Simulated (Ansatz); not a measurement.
## 1T-PtS2 monolayer in a perpendicular field

Aim: how the 1T-PtS2 monolayer screens a field along its normal, and what the field does to its bands. A positive field points along +c.

Calculated with Ansatz 0.2.0; plane-wave DFT, PBE-D3(BJ), Ansatz PAW.

## Step 1: Set-up

The cell holds 3 atoms: 2 S and 1 Pt. Its edges and angles: a = 3.570 Å, b = 3.570 Å, c = 20.014 Å, α = 90.0°, β = 90.0°, γ = 120.0°. Vacuum lies along c.

## Step 2: Relaxing the slab

The starting cell is a guess, so the in-plane lattice and the atoms are relaxed first, with the slab cut off from its images along the normal. The program lengthens the vector along the normal by itself, so c and the volume that it reports differ from the typed ones.

Input file input.yaml:

```yaml
crystal:
  lattice:
    - [3.57, 0.0, 0.0]
    - [-1.785, 3.0917106915, 0.0]
    - [0.0, 0.0, 20.0140863934]
  atoms:
    - { symbol: S, position: [0.6666666667, 0.3333333333, 0.4496832792] }
    - { symbol: Pt, position: [0.0, 0.0, 0.5] }
    - { symbol: S, position: [0.3333333333, 0.6666666667, 0.5503167208] }
  periodic: [true, true, false]
kpoints:
  mp_grid: { grid: [12, 12, 1] }
hamiltonian:
  xc: pbe
  dispersion: d3bj
scf:
  occupations: { method: fermi_dirac, width: 0.05 }
  convergence: { dr2_threshold: 1.0e-09 }
relax:
  f_tol: 0.004
  max_steps: 90
  cell: {}
output:
  write_potential: true
  write_density: true
  volumetric_format: npy
```

Command:

```bash
$ ansatz run input.yaml --threads 2 --pin off --max-ram 3072MiB --backend cpu --events-out ev --progress --plain --runs-dir out
```

Numbers of over 12 decimals in the logs are rounded to 6 here.

The log of the run:

```text
Warning: crystal.periodic: the lattice vector that does not repeat stood 0.000° off the slab's normal, 20.014 Å along it as the deck builds it. The run solves the slab on a vector along the normal, 27.828 Å long, with every atom where it was (on the deck's vector they left 18.00 Å outside them, and the widest stretch free of ions among them is 1.01 Å). A fractional position that the run reports is one of the run's ce [...]
Warning: relax.cell: scf.convergence.dr2_threshold = 1e-9 eV is looser than the 2.07845082304e-10 eV advised for a relaxation that steers and ends on the stress (1e-10 eV for each atom of the cell: 3, times the square of relax.cell.stress_2d_tol = 0.05 N/m over 12.0 Å (the atoms' height at the walk's start and 5 Å past either face), 4.162e-2 GPa, over a crystal's default 0.05). What an SCF threshold leaves in a stress goes as its square root, and in the free energy as the threshold itself, and one threshold admits the most on a small cell: [figures from the program's tests cut] Set scf.convergence.dr2_threshold to 2.07845082304e-10 eV or tighter. [rest of the remark cut]
crystal.periodic: the lattice vector that does not repeat stood 0.000° off the slab's normal, 20.014 Å along it as the deck builds it. The run solves the slab on a vector along the normal, 27.828 Å long, with every atom where it was (on the deck's vector they left 18.00 Å outside them, and the widest stretch free of ions among them is 1.01 Å). A fractional position that the run reports is one of the run's cell, which [...]
Engine: ansatz 0.2.0, aarch64-unknown-linux-gnu
Pseudopotentials: kind: paw
Pseudopotential: S, paw, valence charge 6, recommended cutoff 420 eV (normal), S.paw.azcp
Pseudopotential: Pt, paw, valence charge 18, recommended cutoff 420 eV (normal), Pt.paw.azcp
Functional definition: PBE
  parameter kappa = 0.804
  parameter beta = 0.066725
  exchange = pbe_x(kappa = kappa, mu = beta*pi^2/3)
  correlation = pbe_c(beta = beta)
Crystal: 3 atoms, lattice volume = 307.151 Å³
Basis set: ecut = 420 eV, 5883 PW (Γ), exchange–correlation on 48×48×384 points (8 copies of the dense FFT grid, shifted against one another)
Bands: 19, of which v1, the nominal top of the filled ones, is band 15 counted from 1 (14 counted from 0)
Symmetry: 12 space group operations
Space group: P-3m1 (ITA 164), of the structure as read, at distance tolerance 6.7e-5 Å
k-points: 19 of 144
Non-local potential: S, projectors of the file, l = 0: 2, l = 1: 2, l = 2: 2
Non-local potential: Pt, projectors of the file, l = 0: 3, l = 1: 2, l = 2: 2, l = 3: 1
PAW form: soft (Blöchl's): semilocal exchange-correlation on the pseudo side does not see the compensation charge
PAW one-centre angular grid: S, 110 points (default); XC on 64 Gauss nodes
PAW one-centre angular grid: Pt, 590 points (default); XC on 64 Gauss nodes
Initial density: superposition of atomic densities (neutral atoms: chi_scale 0, normalization atom), corrected by the library's trained network
Initial wavefunctions: pseudopotential atomic-orbital guess
Functional: x = pbe(κ = 0.804, μ = 0.219515), c = pbe(β = 0.066725)
SCF iter   1: F=—  HF=-14328.419245 eV  |F-HF|=—  |Δ(HF+E_count)|=         —  Δρ=2.12e-3  dr2=2.78e-2  ethr=1.77e-3  ⟨swp⟩=14.4  Hψ=3517  notcnv=0
preconditioner: auto → none  [insulator: Δε(μ)=1.451 eV  Ē_g=10.133 eV  σ=0.050 eV  W_gap=1.00  n_scr=16 (ndim 8)  ℏωp=9.9 eV  f_vac=0.791  D(μ)=0.00/eV (n_scr^D=0)  ε∞_Penn≈2.0]
SCF iter   2: F=—  HF=-14328.414182 eV  |F-HF|=—  |Δ(HF+E_count)|=   5.06e-3  Δρ=1.59e-3  dr2=1.35e-2  ethr=9.27e-5  ⟨swp⟩=3.7  Hψ=1033  notcnv=0
SCF iter   3: F=—  HF=-14328.411887 eV  |F-HF|=—  |Δ(HF+E_count)|=   2.30e-3  Δρ=6.73e-4  dr2=1.49e-3  ethr=4.51e-5  ⟨swp⟩=2.4  Hψ=627  notcnv=0
SCF iter   4: F=—  HF=-14328.411888 eV  |F-HF|=—  |Δ(HF+E_count)|=   7.71e-7  Δρ=2.89e-4  dr2=1.13e-4  ethr=4.98e-6  ⟨swp⟩=3.4  Hψ=802  notcnv=0
SCF iter   5: F=—  HF=-14328.412019 eV  |F-HF|=—  |Δ(HF+E_count)|=   1.32e-4  Δρ=6.72e-5  dr2=5.48e-6  ethr=3.77e-7  ⟨swp⟩=3.1  Hψ=738  notcnv=0
SCF iter   6: F=—  HF=-14328.412100 eV  |F-HF|=—  |Δ(HF+E_count)|=   8.05e-5  Δρ=9.72e-6  dr2=1.25e-7  ethr=1.83e-8  ⟨swp⟩=3.7  Hψ=850  notcnv=0
SCF iter   7: F=—  HF=-14328.412225 eV  |F-HF|=—  |Δ(HF+E_count)|=   1.26e-4  Δρ=1.78e-6  dr2=3.37e-9  ethr=4.18e-10  ⟨swp⟩=3.8  Hψ=953  notcnv=0
SCF iter   8: F=-14328.412225 eV  HF=-14328.412225 eV  |F-HF|=1.10e-9  |Δ(HF+E_count)|=   4.50e-9  Δρ=2.64e-7  dr2=9.55e-11  ethr=3.33e-12  ⟨swp⟩=13.1  Hψ=3276  notcnv=0
SCF 1 converged in 8 iterations: F = -14328.412225 eV  dr2 = 9.55e-11
  greatest PAW one-centre occupation: 1.000 electrons in one spin orbital (limit 2), on the Pt atom at site 1 (counted from 0), in its partial waves of l = 0
relax step   1: F+E_penalty+E_count = -14328.41222533 eV  Δ(F+E_penalty+E_count) = +0.000e0 eV  max|allowed force component| = 3.086e0 eV/Å  Δτ_max = 0.0000 Å  P = +9.832 N/m  Ω = 307.151 Å³  fix = [c, alpha, beta]  reactions: c +0.000 N/m  (8 SCF iters, accepted)
Crystal: 3 atoms, lattice volume = 307.964 Å³
Basis set: ecut = 420 eV, 5907 PW (Γ), exchange–correlation on 48×48×384 points (8 copies of the dense FFT grid, shifted against one another)
Initial density: handed on by an earlier stage of this run
Initial wavefunctions: those handed on with the density
iter 1 solved again at ethr=2.59e-4 eV; its pass at ethr=3.10e-3 eV (dr2=7.77e-2 eV) is discarded
SCF iter   1: F=—  HF=-14329.079427 eV  |F-HF|=—  |Δ(HF+E_count)|=         —  Δρ=7.34e-3  dr2=8.56e-2  ethr=2.59e-4  ⟨swp⟩=2.4  Hψ=3305  notcnv=0
preconditioner: auto → none  [insulator: Δε(μ)=1.716 eV  Ē_g=9.331 eV  σ=0.050 eV  W_gap=1.00  n_scr=16 (ndim 8)  ℏωp=9.9 eV  f_vac=0.778  D(μ)=0.00/eV (n_scr^D=0)  ε∞_Penn≈2.1]
SCF iter   2: F=—  HF=-14329.072833 eV  |F-HF|=—  |Δ(HF+E_count)|=   6.59e-3  Δρ=4.64e-3  dr2=6.61e-2  ethr=2.59e-4  ⟨swp⟩=2.9  Hψ=717  notcnv=0
SCF iter   3: F=—  HF=-14329.068804 eV  |F-HF|=—  |Δ(HF+E_count)|=   4.03e-3  Δρ=2.86e-3  dr2=3.39e-2  ethr=2.20e-4  ⟨swp⟩=3.6  Hψ=890  notcnv=0
SCF iter   4: F=—  HF=-14329.062828 eV  |F-HF|=—  |Δ(HF+E_count)|=   5.98e-3  Δρ=7.63e-4  dr2=1.26e-3  ethr=1.13e-4  ⟨swp⟩=2.6  Hψ=633  notcnv=0
SCF iter   5: F=—  HF=-14329.063023 eV  |F-HF|=—  |Δ(HF+E_count)|=   1.95e-4  Δρ=2.07e-4  dr2=1.43e-4  ethr=4.21e-6  ⟨swp⟩=3.4  Hψ=843  notcnv=0
SCF iter   6: F=—  HF=-14329.062999 eV  |F-HF|=—  |Δ(HF+E_count)|=   2.44e-5  Δρ=1.08e-4  dr2=3.60e-5  ethr=4.77e-7  ⟨swp⟩=2.8  Hψ=623  notcnv=0
SCF iter   7: F=—  HF=-14329.062937 eV  |F-HF|=—  |Δ(HF+E_count)|=   6.24e-5  Δρ=3.22e-5  dr2=4.29e-6  ethr=1.20e-7  ⟨swp⟩=3.6  Hψ=856  notcnv=0
SCF iter   8: F=—  HF=-14329.062930 eV  |F-HF|=—  |Δ(HF+E_count)|=   6.22e-6  Δρ=1.26e-5  dr2=5.59e-7  ethr=1.43e-8  ⟨swp⟩=3.0  Hψ=655  notcnv=0
SCF iter   9: F=—  HF=-14329.063051 eV  |F-HF|=—  |Δ(HF+E_count)|=   1.21e-4  Δρ=1.10e-6  dr2=8.19e-9  ethr=1.86e-9  ⟨swp⟩=3.1  Hψ=774  notcnv=0
SCF iter  10: F=-14329.063051 eV  HF=-14329.063051 eV  |F-HF|=3.04e-10  |Δ(HF+E_count)|=   3.27e-9  Δρ=1.85e-7  dr2=7.03e-11  ethr=3.33e-12  ⟨swp⟩=10.5  Hψ=3448  notcnv=0
SCF 2 converged in 10 iterations: F = -14329.063051 eV  dr2 = 7.03e-11
relax step   2: F+E_penalty+E_count = -14329.06305138 eV  Δ(F+E_penalty+E_count) = -6.508e-1 eV  max|allowed force component| = 2.077e-1 eV/Å  Δτ_max = 0.1998 Å  P = -0.419 N/m  Ω = 307.964 Å³  energy of the carried Pulay correction = -3.575e-5 eV  fix = [c, alpha, beta]  reactions: c -0.000 N/m  (10 SCF iters, accepted)
Crystal: 3 atoms, lattice volume = 303.050 Å³
Basis set: ecut = 420 eV, 5847 PW (Γ), exchange–correlation on 48×48×384 points (8 copies of the dense FFT grid, shifted against one another)
iter 1 solved again at ethr=1.05e-5 eV; its pass at ethr=3.10e-3 eV (dr2=3.15e-3 eV) is discarded
SCF iter   1: F=—  HF=-14329.073496 eV  |F-HF|=—  |Δ(HF+E_count)|=         —  Δρ=1.45e-3  dr2=2.76e-3  ethr=1.05e-5  ⟨swp⟩=3.3  Hψ=3206  notcnv=0
preconditioner: auto → none  [insulator: Δε(μ)=1.814 eV  Ē_g=9.297 eV  σ=0.050 eV  W_gap=1.00  n_scr=16 (ndim 8)  ℏωp=10.0 eV  f_vac=0.777  D(μ)=0.00/eV (n_scr^D=0)  ε∞_Penn≈2.2]
SCF iter   2: F=—  HF=-14329.073332 eV  |F-HF|=—  |Δ(HF+E_count)|=   1.63e-4  Δρ=7.70e-4  dr2=1.58e-3  ethr=9.21e-6  ⟨swp⟩=2.2  Hψ=559  notcnv=0
SCF iter   3: F=—  HF=-14329.073300 eV  |F-HF|=—  |Δ(HF+E_count)|=   3.18e-5  Δρ=5.91e-4  dr2=1.36e-3  ethr=5.26e-6  ⟨swp⟩=3.3  Hψ=739  notcnv=0
SCF iter   4: F=—  HF=-14329.073075 eV  |F-HF|=—  |Δ(HF+E_count)|=   2.25e-4  Δρ=8.28e-5  dr2=9.85e-6  ethr=4.54e-6  ⟨swp⟩=2.5  Hψ=516  notcnv=0
SCF iter   5: F=—  HF=-14329.072983 eV  |F-HF|=—  |Δ(HF+E_count)|=   9.25e-5  Δρ=3.78e-5  dr2=1.76e-6  ethr=3.28e-8  ⟨swp⟩=3.3  Hψ=853  notcnv=0
SCF iter   6: F=—  HF=-14329.073099 eV  |F-HF|=—  |Δ(HF+E_count)|=   1.16e-4  Δρ=5.24e-6  dr2=5.46e-8  ethr=5.85e-9  ⟨swp⟩=3.1  Hψ=813  notcnv=0
SCF iter   7: F=—  HF=-14329.073099 eV  |F-HF|=—  |Δ(HF+E_count)|=   1.08e-8  Δρ=1.45e-6  dr2=2.33e-9  ethr=1.82e-10  ⟨swp⟩=3.4  Hψ=781  notcnv=0
SCF iter   8: F=-14329.073099 eV  HF=-14329.073099 eV  |F-HF|=3.73e-10  |Δ(HF+E_count)|=  2.09e-10  Δρ=2.71e-7  dr2=1.38e-10  ethr=3.33e-12  ⟨swp⟩=11.6  Hψ=2945  notcnv=0
SCF 3 converged in 8 iterations: F = -14329.073099 eV  dr2 = 1.38e-10
relax step   3: F+E_penalty+E_count = -14329.07309865 eV  Δ(F+E_penalty+E_count) = -1.005e-2 eV  max|allowed force component| = 2.011e-2 eV/Å  Δτ_max = 0.0340 Å  P = -0.203 N/m  Ω = 303.050 Å³  energy of the carried Pulay correction = +1.818e-4 eV  fix = [c, alpha, beta]  reactions: c -0.000 N/m  (8 SCF iters, accepted)
[...]
relax step   4: F+E_penalty+E_count = -14329.07327716 eV  Δ(F+E_penalty+E_count) = -1.785e-4 eV  max|allowed force component| = 8.109e-3 eV/Å  Δτ_max = 0.0012 Å  P = -0.049 N/m  Ω = 302.402 Å³  energy of the carried Pulay correction = +2.107e-4 eV  fix = [c, alpha, beta]  reactions: c -0.000 N/m  (6 SCF iters, accepted)
[...]
relax step   5: F+E_penalty+E_count = -14329.07329216 eV  Δ(F+E_penalty+E_count) = -1.499e-5 eV  max|allowed force component| = 2.092e-4 eV/Å  Δτ_max = 0.0002 Å  P = -0.000 N/m  Ω = 302.265 Å³  energy of the carried Pulay correction = +2.169e-4 eV  fix = [c, alpha, beta]  reactions: c -0.000 N/m  (5 SCF iters, accepted)
Initial wavefunctions: pseudopotential atomic-orbital guess (no wavefunctions were taken with the density)
iter 1 solved again at ethr=6.06e-7 eV; its pass at ethr=3.10e-3 eV (dr2=1.82e-4 eV) is discarded
SCF iter   1: F=—  HF=-14329.073098 eV  |F-HF|=—  |Δ(HF+E_count)|=         —  Δρ=1.31e-5  dr2=8.73e-8  ethr=6.06e-7  ⟨swp⟩=5.5  Hψ=4824  notcnv=0
eigensolver tolerance schedule: the retry pair's looser diagonalisation over-reported the residual by 2083.30 of it (diagonalisation noise at 0.69 of the residual, at the tolerance the schedule requests for it); recorded, not acted on — ethr = c·dr2/N_el stays at c = 1.0e-1
SCF iter   2: F=—  HF=-14329.073116 eV  |F-HF|=—  |Δ(HF+E_count)|=   1.81e-5  Δρ=6.68e-6  dr2=2.51e-8  ethr=2.91e-10  ⟨swp⟩=4.9  Hψ=1247  notcnv=0
SCF iter   3: F=—  HF=-14329.073116 eV  |F-HF|=—  |Δ(HF+E_count)|=   1.38e-8  Δρ=2.82e-6  dr2=3.01e-8  ethr=8.36e-11  ⟨swp⟩=3.2  Hψ=758  notcnv=0
SCF iter   4: F=—  HF=-14329.073116 eV  |F-HF|=—  |Δ(HF+E_count)|=   3.46e-9  Δρ=9.57e-7  dr2=5.12e-9  ethr=8.36e-11  ⟨swp⟩=2.6  Hψ=656  notcnv=0
SCF iter   5: F=-14329.073116 eV  HF=-14329.073116 eV  |F-HF|=4.64e-10  |Δ(HF+E_count)|=  7.79e-10  Δρ=3.27e-7  dr2=1.24e-10  ethr=3.33e-12  ⟨swp⟩=13.2  Hψ=3464  notcnv=0
SCF 6 converged in 5 iterations: F = -14329.073116 eV  dr2 = 1.24e-10
relax step   6: F+E_penalty+E_count = -14329.07311564 eV  Δ(F+E_penalty+E_count) = +1.765e-4 eV  max|allowed force component| = 1.270e-4 eV/Å  Δτ_max = 0.0000 Å  P = -0.004 N/m  Ω = 302.265 Å³  fix = [c, alpha, beta]  reactions: c -0.000 N/m  stress off target by 3.97e-3 N/m on what of the cell is left free  SCF on the basis re-selected at this cell (its energy is not comparable with the rows above)  (5 SCF iters)
basis re-selected at this cell: Δ(F+E_penalty+E_count) = +1.765e-4 eV, ΔP = -0.004 N/m vs the last step (what re-selecting the basis moved, of the pressure what is left beyond the Pulay correction that the steps carried, after the strain that the cell walked since its last selection, with what the two solves' SCF thresholds leave and, on support functions, any second-order correction that the steps lacked; it is no m [...]
SCF converged after 5 iterations
Free energy (F): -14329.073116 eV
Harris-Foulkes:  -14329.073116 eV  (|F-HF|=4.64e-10)
Internal energy: -14329.073116 eV  (E = F + TS)
E sigma→0 (E₀):  -14329.073116 eV
Fermi energy:    -5.422126 eV
--- Per-component energies (eV) ---
  E_band       = -807.653715
  E_kinetic    = 849.615238
  E_local      = -46557.996299  (includes V_loc(G=0)·N_el)
  E_nonlocal   = 255.108638
  E_hartree    = 22710.208413
  E_xc         = -455.602461
  E_vxc        = -477.173479  (∫ρ·V_xc dr)
  E_paw        = -10653.848292  (= ΣΔE_a)
  E_vpaw       = -297.625828  (= ΣTr[D̂ρ^β])
  E_aug_tail   = 0.000193  (compensation charges beyond the density's cutoff)
  E_ewald      = 19524.268919
  E_disp       = -0.827465  (pairwise vdW)
  E_smearing   = -0.000000  (= −TS)
  E_closure    = -0.000000  (closes the sum)
  Σ components = -14329.073116   (vs F -14329.073116, Δ=0.00e0)
--- Forces (eV/Å), atoms counted from 1 ---
  atom   1  S     -0.00000000     0.00000000     0.00012701
  atom   2  Pt     0.00000000    -0.00000000     0.00000000
  atom   3  S     -0.00000000    -0.00000000    -0.00012701
  max |Σ_I F_I| component: 4.63e-18 eV/Å
--- 2D stress c σ (N/m, compression-positive) ---
       -0.003970      -0.000000       0.000000
       -0.000000      -0.003970       0.000000
        0.000000       0.000000      -0.000000
  P = ½ c Tr σ = -0.0040 N/m
--- Band table (eV; the first three rows and the last of 19) ---
  k-point 0: bands = [... 11 lower, -7.1695, -7.0588, -6.5896, -6.5896, -3.1018, -3.1018, -0.9136, -0.5578]
  k-point 1: bands = [... 11 lower, -7.5520, -6.9239, -6.5455, -6.4271, -3.5301, -3.2195, -0.7083, -0.3835]
  k-point 2: bands = [... 11 lower, -8.0785, -6.6541, -6.5212, -6.3671, -4.2769, -3.4395, -0.2259, -0.0330]
  k-point 18: bands = [... 11 lower, -8.8123, -8.6468, -7.0441, -7.0441, -4.1716, -4.1716, 0.5282, 2.6076]
  the weakly bound empty levels are not read free of the cell's end (no_gap_told)
--- Relaxed structure (5 steps of the walk, 5 accepted, 1 SCFs on fresh bases) ---
  F+E_penalty+E_count = -14329.07311564 eV   max|allowed force component| = 1.270e-4 eV/Å   (the final SCF, on the basis selected at the relaxed cell)
  cell:  # Å, volume = 302.2654 Å³
    - [3.541495, 0.0, 0]
    - [-1.770747, 3.067024, 0]
    - [0, 0, 27.828173]
  atoms:
    - { symbol: S, position: [0.666667, 0.333333, 0.314977] }
    - { symbol: Pt, position: [0, 0, 0.359601] }
    - { symbol: S, position: [0.333333, 0.666667, 0.404225] }
```

The job ended after 24 s (2 threads of Arm Neoverse V2, shared host; peak memory 0.52 GiB).

The steps of the relaxation:

```tsv
step	energy less that of the first step (eV)	largest force component (eV/Å)	volume (Å³)
1	0.0000	3.0862	307.15
2	-0.6508	0.2077	307.96
3	-0.6609	0.0201	303.05
4	-0.6611	0.0081	302.40
5	-0.6611	0.0002	302.27
6*	-0.6609	0.0001	302.27
```

Relaxation steps marked * repeat the geometry before them on a plane-wave basis chosen anew for their cell, so energy and pressure can jump there.

The run keeps the 12 symmetry operations that it works with, so distortions that break them were not tested.

```tsv
cell as run	before	after	change
a (Å)	3.570	3.541	-0.8 %
b (Å)	3.570	3.541	-0.8 %
```

The atoms that moved most (Å, along periodic axes as changes of fractional coordinates times the final cell, across vacuum about the mean position):

```tsv
atom	dx	dy	dz	length
S1	0.000	0.000	-0.235	0.235
S3	0.000	0.000	0.235	0.235
```

Final coordinates:

```xyz
3
Lattice="3.5415 0.0000 0.0000 -1.7707 3.0670 0.0000 0.0000 0.0000 27.8282" Properties=species:S:1:pos:R:3
S     1.7707    1.0223    8.7652
Pt    0.0000    0.0000   10.0070
S     0.0000    2.0447   11.2488
```

The lattice constant a goes from 3.570 to 3.541 Å.

[end of part 1 of 3]

[Logs are printed without paths, hosts, clocks, repeated set-up lines and the standing remarks that a program may print on its own settings, such as how far it seeks lower states.]

[Hosts, paths, dates, database ids (printed as entryN), source tags and the programs' standing remarks are cut or masked in the printed files.]

[Maps of the electrostatic potential energy from Ansatz leave out the sawtooth potential of an applied field or a dipole correction, so their vacuum need not be flat; planar profiles and work functions include it.]
